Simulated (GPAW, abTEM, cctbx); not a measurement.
# TiBiTeS: the scripts behind a bonding study

Short scripts, each with its output. The start was made by putting kin elements into a known structure type; the compound need not exist, or be stable, in this form.

## Step 1: Build the all-electron density and subtract free atoms

```text
cell
1.0
     4.324358840    0.000000000    0.000000000
     0.000000000    4.324358840    0.000000000
     0.000000000    0.000000000    5.566792790
Bi Te Ti S
1 1 1 1
Direct
0.500000000 0.500000000 0.500000000
0.000000000 0.000000000 0.500000000
0.000000000 0.000000000 0.000000000
0.500000000 0.500000000 0.000000000
```

```python
import numpy as np
from ase.io import read
from ase.units import Bohr
from gpaw import GPAW, PW, FermiDirac
from gpaw.calculator import GPAW as OldGPAW
from gpaw.mpi import serial_comm, world
from scipy.special import erfc
from scipy.spatial import cKDTree

atoms = read("cell.vasp")
atoms.calc = GPAW(mode=PW(450), xc="PBE", kpts={"size": (6, 6, 4), "gamma": True},
                 occupations=FermiDirac(0.1), maxiter=120, symmetry={"tolerance": 1e-5}, txt="scf.txt")
atoms.get_potential_energy()
rho = atoms.calc.get_all_electron_density(gridrefinement=2)
moments = atoms.get_magnetic_moments() if atoms.calc.get_number_of_spins() == 2 else np.zeros(len(atoms))
total = atoms.get_magnetic_moment() if moments.any() else 0.0
if world.rank == 0:
    free = OldGPAW(mode=PW(450), xc="PBE", txt=None, communicator=serial_comm)
    neutral = atoms.copy()
    neutral.set_initial_magnetic_moments(None)
    free.initialize(neutral)
    free.set_positions(neutral)
    drho = rho - free.get_all_electron_density(gridrefinement=2)
    # GPAW starts from confined atoms: exchange their smooth part for that of the datasets' free atoms
    h = np.stack(np.meshgrid(*[np.fft.fftfreq(n, 1 / n) for n in drho.shape], indexing="ij"), -1)
    gabs = np.linalg.norm(h @ atoms.cell.reciprocal(), axis=-1)
    tails = np.fft.fftn(free.get_pseudo_density(gridrefinement=2))
    g, form, v0 = np.linspace(0, gabs.max(), 1500), {}, 0
    for e in set(atoms.symbols):
        idx = atoms.symbols.search(e)
        d = free.setups[idx[0]].data
        r, w = d.rgd.r_g * Bohr, d.rgd.r_g**2 * d.rgd.dr_g
        j0 = np.sinc(2 * g[:, None] * r)
        smooth = sum(f * p**2 for f, p in zip(d.f_j, d.phit_jg)) + np.sqrt(4 * np.pi) * d.nct_g
        full = sum(f * p**2 for f, p in zip(d.f_j, d.phi_jg)) + np.sqrt(4 * np.pi) * d.nc_g
        phase = sum(np.exp(-2j * np.pi * h @ s) for s in atoms.get_scaled_positions()[idx])
        tails -= np.interp(gabs, g, j0 @ (smooth * w)) * phase * drho.size / atoms.get_volume()
        form[e] = j0 @ (full * w)
        v0 += 2 * np.pi / 3 * 14.3996 * (full * w * r**2).sum() * len(idx)  # V A^3
    tails *= 0.5 * erfc((gabs - 1.8) / 0.25)  # the tails differ at long wavelengths alone
    drho += np.fft.ifftn(tails).real  # crystal minus superposed spherical free atoms
    np.save("drho.npy", drho)
    dv = atoms.get_volume() / drho.size
    print("grid", drho.shape, " electrons %.3f" % (rho.sum() * dv), " moved by bonding %.3f e" % (abs(drho).sum() * dv / 2))
    pts = np.indices(drho.shape).reshape(3, -1).T / drho.shape @ atoms.cell
    shifts = (np.indices((3, 3, 3)).reshape(3, -1).T - 1) @ atoms.cell
    images = (atoms.positions[None] + shifts[:, None]).reshape(-1, 3)
    dist, idx = cKDTree(images).query(pts, k=4)
    out = drho.ravel()[dist[:, 0] > 0.5]
    print("deformation density beyond 0.5 A of the nuclei: max %.3f, min %.3f e/A^3" % (out.max(), out.min()))
    tie = dist < dist[:, :1] + 1e-4
    q = -np.bincount((idx % len(atoms))[tie], (drho.ravel()[:, None] / tie.sum(1, keepdims=True) * tie)[tie], len(atoms)) * dv
    print("atom        x       y       z   Voronoi charge  moment")
    for a, s, c, m in zip(atoms, atoms.get_scaled_positions(), q, moments):
        print("%-2s%-3d %7.4f %7.4f %7.4f %10.3f %10.2f" % (a.symbol, a.index + 1, *s, c, m))
    np.savez("free.npz", g=g, **form)
    print("mean inner potential of superposed free atoms %.3f V" % (v0 / atoms.get_volume()))
    print("total magnetic moment %.3f muB" % total)
```

```console
$ OMP_NUM_THREADS=1 mpirun -n 4 gpaw python run.py > gpaw.log
```

```text
grid (48, 48, 56)  electrons 173.000  moved by bonding 0.776 e
deformation density beyond 0.5 A of the nuclei: max 0.235, min -0.331 e/A^3
atom        x       y       z   Voronoi charge  moment
Bi1    0.5000  0.5000  0.5000      0.196       0.00
Te2    0.0000  0.0000  0.5000     -0.079       0.00
Ti3    0.0000  0.0000  0.0000      0.149       0.00
S 4    0.5000  0.5000  0.0000     -0.267       0.00
mean inner potential of superposed free atoms 17.424 V
total magnetic moment 0.000 muB
```

Time: 27 s on 4 cores of Arm Neoverse N1 (shared host), peak memory 0.88 GiB.

## Step 2: Fourier-transform the difference

```python
from cctbx import adptbx, crystal, miller, xray
from cctbx.eltbx import tiny_pse
import numpy as np

cs = crystal.symmetry(unit_cell=(4.3244, 4.3244, 5.5668, 90, 90, 90), space_group_symbol='Hall: -P 4 2')  # P4/mmm
atoms = [  # label, site, U (iso, or U11 U22 U33 U12 U13 U23 in A^2), occupancy
    ("Bi1", (0.5, 0.5, 0.5), 0.0000, 1),
    ("Te1", (0, 0, 0.5), 0.0000, 1),
    ("Ti1", (0, 0, 0), 0.0000, 1),
    ("S1", (0.5, 0.5, 0), 0.0000, 1),
]
xs = xray.structure(crystal_symmetry=cs)
for label, site, u, occ in atoms:
    u = adptbx.u_cif_as_u_star(cs.unit_cell(), u) if isinstance(u, tuple) else u
    xs.add_scatterer(xray.scatterer(label, site=site, u=u, occupancy=occ))
xs.scattering_type_registry(table="wk1995")
drho = np.load("drho.npy")
T = np.array([[1, 0, 0], [0, 1, 0], [0, 0, 1]])  # conventional axes in terms of the primitive ones
dF = np.fft.ifftn(drho) * 104.09947  # electrons a conventional cell, indexed by primitive hkl
ms = miller.build_set(cs, anomalous_flag=False, d_min=0.9).sort("resolution")
iam = ms.structure_factors_from_scatterers(xs, algorithm="direct").f_calc()
p1 = xs.expand_to_p1()
z = np.array([tiny_pse.table(sc.scattering_type).atomic_number() for sc in p1.scatterers()])
x = np.array(p1.sites_frac())
free = np.load("free.npz")
print("static structure factors of the conventional cell: F in electrons, V (Mott-Bethe) in volts")
print("   h  k  l      d  |F| table  |F| free   |F| DFT   change   |V| free  |V| DFT  change %")
for h, d, table in list(zip(ms.indices(), ms.d_spacings().data(), iam.data()))[:16]:
    df = dF[tuple(np.rint(np.linalg.solve(T, h)).astype(int))]
    phase = np.exp(2j * np.pi * x @ h)
    f = sum(np.interp(1 / d, free["g"], free[sc.scattering_type]) * p for sc, p in zip(p1.scatterers(), phase))
    fz = (z * phase).sum()
    c = 14.3996 * d * d / (np.pi * cs.unit_cell().volume())
    v0, v1 = abs(fz - f) * c, abs(fz - f - df) * c
    print("%4d%3d%3d %7.4f %9.3f %9.3f %9.3f %8.3f %9.3f %8.3f %8s" % (h + (d, abs(table), abs(f), abs(f + df), abs(f + df) - abs(f), v0, v1, "%.1f" % (100 * (v1 / v0 - 1)) if v0 > 0.02 else "-")))
```

```console
$ python run.py
```

```text
static structure factors of the conventional cell: F in electrons, V (Mott-Bethe) in volts
   h  k  l      d  |F| table  |F| free   |F| DFT   change   |V| free  |V| DFT  change %
   0  0  1  5.5668    93.743    93.667    93.515   -0.153     4.547    4.755      4.6
   1  0  0  4.3244    24.903    24.811    24.788   -0.023     0.156    0.175     12.0
   1  0  1  3.4151    34.633    34.534    34.347   -0.187     1.266    1.362      7.6
   1  1  0  3.0578   146.535   146.507   146.760    0.253    10.907   10.803     -1.0
   0  0  2  2.7834   143.145   143.112   143.056   -0.056    10.195   10.214      0.2
   1  1  1  2.6801    85.836    85.866    85.766   -0.100     3.521    3.553      0.9
   1  0  2  2.3405    23.423    23.446    23.680    0.234     0.375    0.318    -15.0
   2  0  0  2.1622   132.891   132.866   132.886    0.020     8.261    8.257     -0.0
   1  1  2  2.0584   130.709   130.688   130.547   -0.141     7.893    7.919      0.3
   2  0  1  2.0155    80.575    80.600    80.505   -0.096     2.933    2.950      0.6
   2  1  0  1.9339    22.735    22.760    22.590   -0.170     0.369    0.397      7.6
   0  0  3  1.8556    78.786    78.800    78.950    0.150     2.759    2.736     -0.8
   2  1  1  1.8268    31.386    31.319    31.469    0.150     0.835    0.813     -2.6
   2  0  2  1.7075   121.928   121.920   121.791   -0.129     6.557    6.574      0.3
   1  0  3  1.7052    30.733    30.686    30.797    0.111     0.808    0.794     -1.8
   2  1  2  1.5882    22.007    22.022    21.955   -0.068     0.331    0.338      2.3
```

Time: 0.51 s on 1 core of Arm Neoverse N1 (shared host), peak memory 0.08 GiB.

## Step 3: Propagate a plane wave with and without the bonding term

```python
import abtem
import numpy as np
from ase.build import make_supercell
from ase.io import read

abtem.config.set({"dask.lazy": False, "fft": "fftw", "diagnostics.progress_bar": False})
M = [[0, 1, 0], [0, 0, 1], [1, 0, 0]]  # rows: x, y and beam direction in the primitive cell's axes
unit = make_supercell(read("cell.vasp"), M)
unit.set_cell(list(unit.cell.lengths()) + [90, 90, 90], scale_atoms=True)
unit.positions[:, 2] += 0.5405  # keeps atomic planes off the slice boundaries
unit.wrap()
slab = unit * (1, 1, 96)
print(slab.get_chemical_formula(), "| box %.2f x %.2f x %.2f A" % tuple(slab.cell.lengths()))

# change of the potential by bonding, from the DFT deformation density (Poisson's equation term by term)
drho = np.load("drho.npy")
prim = read("cell.vasp")
h = np.stack(np.meshgrid(*[np.fft.fftfreq(n, 1 / n) for n in drho.shape], indexing="ij"), -1).reshape(-1, 3).astype(int)
g2 = ((h @ prim.cell.reciprocal()) ** 2).sum(1)
keep = (g2 > 0) & (g2 < 2.5**2)
shape = (124, 160, 28)
vg = np.zeros(shape, complex)
hm = h[keep] @ np.array(M).T
move = np.exp(-2j * np.pi * hm[:, 2] * (0.5405 / unit.cell[2, 2] - 0.5 / shape[2]))  # the same shift, sampled at mid-points
vg[tuple(hm.T % np.array(shape)[:, None])] = -14.3996 / np.pi * (np.fft.fftn(drho).ravel() / drho.size)[keep] / g2[keep] * move
dV = np.fft.ifftn(vg).real * vg.size
dV = dV.reshape(124, 160, 4, 7).mean(3) * unit.cell[2, 2] / 4  # V A, projected in each slice
dV = np.tile(dV.transpose(2, 0, 1), (96, 1, 1))


def build(atoms):
    p = abtem.Potential(atoms, gpts=(124, 160), slice_thickness=[slab.cell[2, 2] / 384] * 384,
                        parametrization="lobato", projection="infinite", exit_planes=32).build()
    p.array[:] += BONDING * dV
    return p


def potentials():
    yield build(slab)  # atoms at rest


for label, BONDING in (("IAM", 0.0), ("DFT", 1.0)):
    print("=====", label)
    potential = build(slab)
    print("grid", potential.gpts, "slices", potential.num_slices)
    thickness = potential.exit_thicknesses
    wave = abtem.PlaneWave(energy=100000)
    dp = np.mean([wave.multislice(p).diffraction_patterns(max_angle="valid").array for p in potentials()], axis=0)
    hkl = [(0, 0, 0), (0, 0, 1), (0, 1, 0), (0, 1, 1), (0, 0, 2), (0, 1, 2), (0, 2, 0)]
    nx, ny = dp.shape[-2:]
    print("intensity of each beam, fraction of the incident wave")
    print("  t (A)" + "".join("%9s" % " ".join(map(str, h)) for h in hkl) + "  diffuse    total")
    grid = np.zeros((nx, ny), bool)
    grid[nx // 2 % 1::1, ny // 2 % 1::1] = True
    for t, a in list(zip(thickness, dp))[1:]:
        idx = [np.rint(np.array(M) @ np.linalg.solve([[1, 0, 0], [0, 1, 0], [0, 0, 1]], h)).astype(int) for h in hkl]
        print("%7.1f" % t + "".join("%9.5f" % a[nx // 2 + i[0] * 1, ny // 2 + i[1] * 1] for i in idx) + "%9.4f%9.4f" % (a[~grid].sum(), a.sum()))
```

```console
$ python run.py
```

```text
Bi96S96Te96Ti96 | box 4.32 x 5.57 x 415.14 A
===== IAM
grid (124, 160) slices 384
intensity of each beam, fraction of the incident wave
  t (A)    0 0 0    0 0 1    0 1 0    0 1 1    0 0 2    0 1 2    0 2 0  diffuse    total
   34.6  0.70052  0.00390  0.00194  0.00016  0.02380  0.00158  0.01350   0.0000   0.9867
   69.2  0.49115  0.02612  0.00310  0.00216  0.05094  0.00212  0.02459   0.0000   0.9785
  103.8  0.27501  0.06019  0.01695  0.00431  0.06291  0.00686  0.02783   0.0000   0.9651
  138.4  0.24722  0.10804  0.03336  0.01010  0.03832  0.00430  0.01115   0.0000   0.9522
  173.0  0.21734  0.11497  0.03298  0.01599  0.02938  0.00195  0.00376   0.0000   0.9315
  207.6  0.16689  0.11687  0.01259  0.01278  0.02751  0.00682  0.00161   0.0000   0.9163
  242.2  0.10882  0.13185  0.00013  0.01317  0.02385  0.00936  0.00299   0.0000   0.8977
  276.8  0.08643  0.12333  0.01428  0.00802  0.01421  0.00999  0.00412   0.0000   0.8857
  311.4  0.09329  0.08381  0.02993  0.00763  0.02365  0.00165  0.00068   0.0000   0.8750
  345.9  0.06832  0.03870  0.04048  0.00036  0.03675  0.00049  0.00107   0.0000   0.8669
  380.5  0.06262  0.06814  0.02754  0.00008  0.03877  0.00062  0.00573   0.0000   0.8573
  415.1  0.03413  0.11601  0.02630  0.00157  0.00671  0.00026  0.00733   0.0000   0.8489
===== DFT
grid (124, 160) slices 384
intensity of each beam, fraction of the incident wave
  t (A)    0 0 0    0 0 1    0 1 0    0 1 1    0 0 2    0 1 2    0 2 0  diffuse    total
   34.6  0.70141  0.00330  0.00204  0.00019  0.02361  0.00162  0.01328   0.0000   0.9867
   69.2  0.49262  0.02499  0.00369  0.00230  0.05082  0.00216  0.02416   0.0000   0.9785
  103.8  0.27359  0.05936  0.01975  0.00428  0.06262  0.00728  0.02676   0.0000   0.9650
  138.4  0.23535  0.10761  0.03733  0.01019  0.03984  0.00473  0.01048   0.0000   0.9519
  173.0  0.19240  0.11604  0.03645  0.01597  0.03309  0.00217  0.00360   0.0000   0.9307
  207.6  0.13475  0.12396  0.01329  0.01328  0.03154  0.00664  0.00159   0.0000   0.9150
  242.2  0.07918  0.14474  0.00016  0.01331  0.02538  0.00908  0.00353   0.0000   0.8958
  276.8  0.06350  0.13815  0.01335  0.00777  0.01346  0.00909  0.00537   0.0000   0.8835
  311.4  0.07282  0.09255  0.02802  0.00672  0.02468  0.00144  0.00135   0.0000   0.8723
  345.9  0.05721  0.03607  0.03980  0.00047  0.04067  0.00036  0.00042   0.0000   0.8639
  380.5  0.06544  0.05185  0.02962  0.00066  0.04448  0.00024  0.00510   0.0000   0.8538
  415.1  0.04984  0.09437  0.03484  0.00103  0.00960  0.00012  0.00603   0.0000   0.8454
```

Time: 14 s.

## Step 4: Scan a probe

```python
import abtem
import numpy as np
from ase.build import make_supercell
from ase.io import read

abtem.config.set({"dask.lazy": False, "fft": "fftw", "diagnostics.progress_bar": False})
M = [[0, 1, 0], [0, 0, 1], [1, 0, 0]]  # rows: x, y and beam direction in the primitive cell's axes
unit = make_supercell(read("cell.vasp"), M)
unit.set_cell(list(unit.cell.lengths()) + [90, 90, 90], scale_atoms=True)
unit.positions[:, 2] += 0.5405  # keeps atomic planes off the slice boundaries
unit.wrap()
slab = unit * (3, 3, 4)
print(slab.get_chemical_formula(), "| box %.2f x %.2f x %.2f A" % tuple(slab.cell.lengths()))

# change of the potential by bonding, from the DFT deformation density (Poisson's equation term by term)
drho = np.load("drho.npy")
prim = read("cell.vasp")
h = np.stack(np.meshgrid(*[np.fft.fftfreq(n, 1 / n) for n in drho.shape], indexing="ij"), -1).reshape(-1, 3).astype(int)
g2 = ((h @ prim.cell.reciprocal()) ** 2).sum(1)
keep = (g2 > 0) & (g2 < 2.5**2)
shape = (31, 40, 28)
vg = np.zeros(shape, complex)
hm = h[keep] @ np.array(M).T
move = np.exp(-2j * np.pi * hm[:, 2] * (0.5405 / unit.cell[2, 2] - 0.5 / shape[2]))  # the same shift, sampled at mid-points
vg[tuple(hm.T % np.array(shape)[:, None])] = -14.3996 / np.pi * (np.fft.fftn(drho).ravel() / drho.size)[keep] / g2[keep] * move
dV = np.fft.ifftn(vg).real * vg.size
dV = dV.reshape(31, 40, 4, 7).mean(3) * unit.cell[2, 2] / 4  # V A, projected in each slice
dV = np.tile(dV.transpose(2, 0, 1), (4, 3, 3))


def build(atoms):
    p = abtem.Potential(atoms, gpts=(93, 120), slice_thickness=[slab.cell[2, 2] / 16] * 16,
                        parametrization="lobato", projection="infinite", exit_planes=8).build()
    p.array[:] += BONDING * dV
    return p


sigmas = {'Bi': 0.058, 'Te': 0.064, 'Ti': 0.075, 'S': 0.078}  # r.m.s. displacement along each axis, A
u = np.array([sigmas[s] for s in slab.symbols])[:, None]
rng = np.random.default_rng(950)


def potentials():
    for _ in range(2):  # frozen phonons, one configuration at a time
        atoms = slab.copy()
        atoms.positions += u * rng.standard_normal((len(atoms), 3))
        atoms.wrap()
        yield build(atoms)


for label, BONDING in (("IAM", 0.0), ("DFT", 1.0)):
    print("=====", label)
    rng = np.random.default_rng(950)  # the same displacements for both
    potential = build(slab)
    print("grid", potential.gpts, "slices", potential.num_slices)
    thickness = potential.exit_thicknesses
    probe = abtem.Probe(energy=100000, semiangle_cutoff=25)
    probe.grid.match(potential)
    print("wavelength %.5f A, largest angle on the grid %.0f mrad" % (probe.wavelength, min(probe.cutoff_angles)))
    detectors = {"ABF": (12, 25), "BF": (0, 12), "LAADF": (30, 80)}  # mrad
    columns = [  # name, x, y (A)
        ("Bi", 2.162, 2.783),
        ("Te", 0.000, 2.783),
        ("Ti", 0.000, 0.000),
        ("S", 2.162, 0.000),
        ("void", 1.081, 1.392),
    ]
    scan = abtem.GridScan(start=(0.0000, 0.0000), end=(4.3244, 5.5668), gpts=(13, 16), endpoint=False)
    dets = [abtem.AnnularDetector(*v) for v in detectors.values()] + [abtem.PixelatedDetector(max_angle=38)]
    runs = [probe.scan(p, scan=scan, detectors=dets, max_batch=32) for p in potentials()]
    out = [sum(x[1:], x[0]) / len(x) for x in zip(*runs)]
    images = dict(zip(detectors, out))
    images["iCOM"] = out[-1].center_of_mass().integrate_gradient()
    np.save(label + "_pacbed.npy", out[-1].array.mean(axis=(1, 2)))
    print("PACBED pixel %.3f x %.3f mrad" % out[-1].angular_sampling)
    for name, im in images.items():
        im = im.interpolate(sampling=0.1, boundary="periodic").gaussian_filter(0.25)
        np.save(label + "_" + name + ".npy", im.array)
        print(name, "signal at the columns" + (", fraction of the beam" if name in detectors else ""))
        print("  t (A)     mean" + "".join("%10s" % c[0][:9] for c in columns))
        for t, a in list(zip(thickness, im.array))[1:]:
            at = [a[round((x - 0.0000) / im.sampling[0]) % a.shape[0], round((y - 0.0000) / im.sampling[1]) % a.shape[1]] for _, x, y in columns]
            print("%7.1f %8.5f" % (t, a.mean()) + "".join("%10.5f" % v for v in at))
```

```console
$ python run.py
```

```text
Bi36S36Te36Ti36 | box 12.97 x 16.70 x 17.30 A
===== IAM
grid (93, 120) slices 16
wavelength 0.03701 A, largest angle on the grid 88 mrad
PACBED pixel 2.853 x 2.216 mrad
ABF signal at the columns, fraction of the beam
  t (A)     mean        Bi        Te        Ti         S      void
    8.6  0.72945   0.52811   0.61138   0.70564   0.72596   0.74617
   17.3  0.68794   0.28739   0.38339   0.59523   0.65845   0.73211
BF signal at the columns, fraction of the beam
  t (A)     mean        Bi        Te        Ti         S      void
    8.6  0.23031   0.17265   0.19443   0.22743   0.23696   0.23891
   17.3  0.21862   0.07839   0.13462   0.22015   0.24238   0.24083
LAADF signal at the columns, fraction of the beam
  t (A)     mean        Bi        Te        Ti         S      void
    8.6  0.02189   0.19201   0.13259   0.04330   0.02165   0.00428
   17.3  0.05370   0.35526   0.30492   0.12104   0.06430   0.01154
iCOM signal at the columns
  t (A)     mean        Bi        Te        Ti         S      void
    8.6  0.02752   0.08598   0.07727   0.05332   0.04109   0.01485
   17.3  0.02752   0.11068   0.12028   0.08140   0.05716   0.00205
===== DFT
grid (93, 120) slices 16
wavelength 0.03701 A, largest angle on the grid 88 mrad
PACBED pixel 2.853 x 2.216 mrad
ABF signal at the columns, fraction of the beam
  t (A)     mean        Bi        Te        Ti         S      void
    8.6  0.72938   0.52773   0.61109   0.70531   0.72630   0.74612
   17.3  0.68777   0.28702   0.38277   0.59418   0.65971   0.73197
BF signal at the columns, fraction of the beam
  t (A)     mean        Bi        Te        Ti         S      void
    8.6  0.23030   0.17271   0.19442   0.22748   0.23684   0.23893
   17.3  0.21859   0.07852   0.13457   0.22031   0.24190   0.24090
LAADF signal at the columns, fraction of the beam
  t (A)     mean        Bi        Te        Ti         S      void
    8.6  0.02192   0.19207   0.13274   0.04350   0.02158   0.00430
   17.3  0.05380   0.35540   0.30526   0.12164   0.06404   0.01158
iCOM signal at the columns
  t (A)     mean        Bi        Te        Ti         S      void
    8.6  0.02738   0.08655   0.07744   0.05320   0.04015   0.01472
   17.3  0.02738   0.11194   0.12075   0.08127   0.05540   0.00192
```

Time: 20 s.

[Outputs are excerpts: Python notices, other lines and further rows are left out; steps that failed or that the build refused (PBEsol, TPSS) are not shown.]

[Logs are printed without paths, hosts, clocks, repeated set-up lines and the standing remarks that a program may print on its own settings, such as how far it seeks lower states.]
